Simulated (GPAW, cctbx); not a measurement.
## What do these deviations say about the bonding?

MgTlGe, P4/nmm (no. 129, origin choice 1), a = 4.6331 Å, b = 4.6331 Å, c = 6.7468 Å, α = 90.00°, β = 90.00°, γ = 90.00°.

| atom | mult. | x | y | z |
| --- | --- | --- | --- | --- |
| Tl1 | 2 | 1/2 | 0 | 0.3438 |
| Ge1 | 2 | 1/2 | 0 | 0.7663 |
| Mg1 | 2 | 1/2 | 1/2 | 0 |

The start was made by putting kin elements into a known structure type; the compound need not exist, or be stable, in this form.

Absolute values of the static structure factors of the conventional cell from DFT (PBE, GPAW) against free spherical atoms, in electrons:

| hkl | d (Å) | free atoms | crystal |
| --- | --- | --- | --- |
| 001 | 6.747 | 58.88 | 58.82 |
| 101 | 3.819 | 67.41 | 67.12 |
| 002 | 3.373 | 90.72 | 91.01 |
| 110 | 3.276 | 181.23 | 181.51 |
| 111 | 2.947 | 92.18 | 92.00 |
| 102 | 2.727 | 140.34 | 140.29 |
| 112 | 2.350 | 117.99 | 117.72 |
| 200 | 2.317 | 201.98 | 201.63 |
| 003 | 2.249 | 133.27 | 132.97 |
| 201 | 2.191 | 52.27 | 52.40 |

**Question.** Which way does charge move, and which reflections show it best?

Project each element's phase sum on the total phase. |F| rises if density moves to atoms that scatter in phase and falls if it moves to atoms that scatter against it; the rule is for low angles, since changes of shape take over beyond. Where all elements are in phase the terms compete, and the compactness of the donor's and the acceptor's density matters too.

| hkl | Tl in phase | Ge in phase | Mg in phase | change (e) | (%) |
| --- | --- | --- | --- | --- | --- |
| 001 | +1.1 | -0.2 | -2.0 | -0.06 | -0.1 |
| 101 | +1.7 | -2.0 | 0.0 | -0.28 | -0.4 |
| 002 | +0.8 | +2.0 | -2.0 | +0.29 | +0.3 |
| 110 | +2.0 | +2.0 | -2.0 | +0.27 | +0.2 |
| 111 | +1.1 | -0.2 | +2.0 | -0.18 | -0.2 |
| 102 | +1.8 | +0.4 | 0.0 | -0.04 | 0.0 |
| 112 | +0.8 | +2.0 | +2.0 | -0.27 | -0.2 |
| 200 | +2.0 | +2.0 | +2.0 | -0.35 | -0.2 |

Low-angle reflections that set elements apart and change by more than 0.05 e: 001, 101, 002, 110 and 111 (102 hardly moves and tells little). The signs fit a gain of density on Ge and a loss on Tl and Mg, apart from 001. The best witness is 101, -0.4 %, where Ge enters with -2.0. The real-space density agrees: Voronoi charges Tl +0.12, Ge -0.26, Mg +0.14 e. The shortest bond, Ge–Mg, has Δρ = +0.03 e/Å³ at its midpoint.
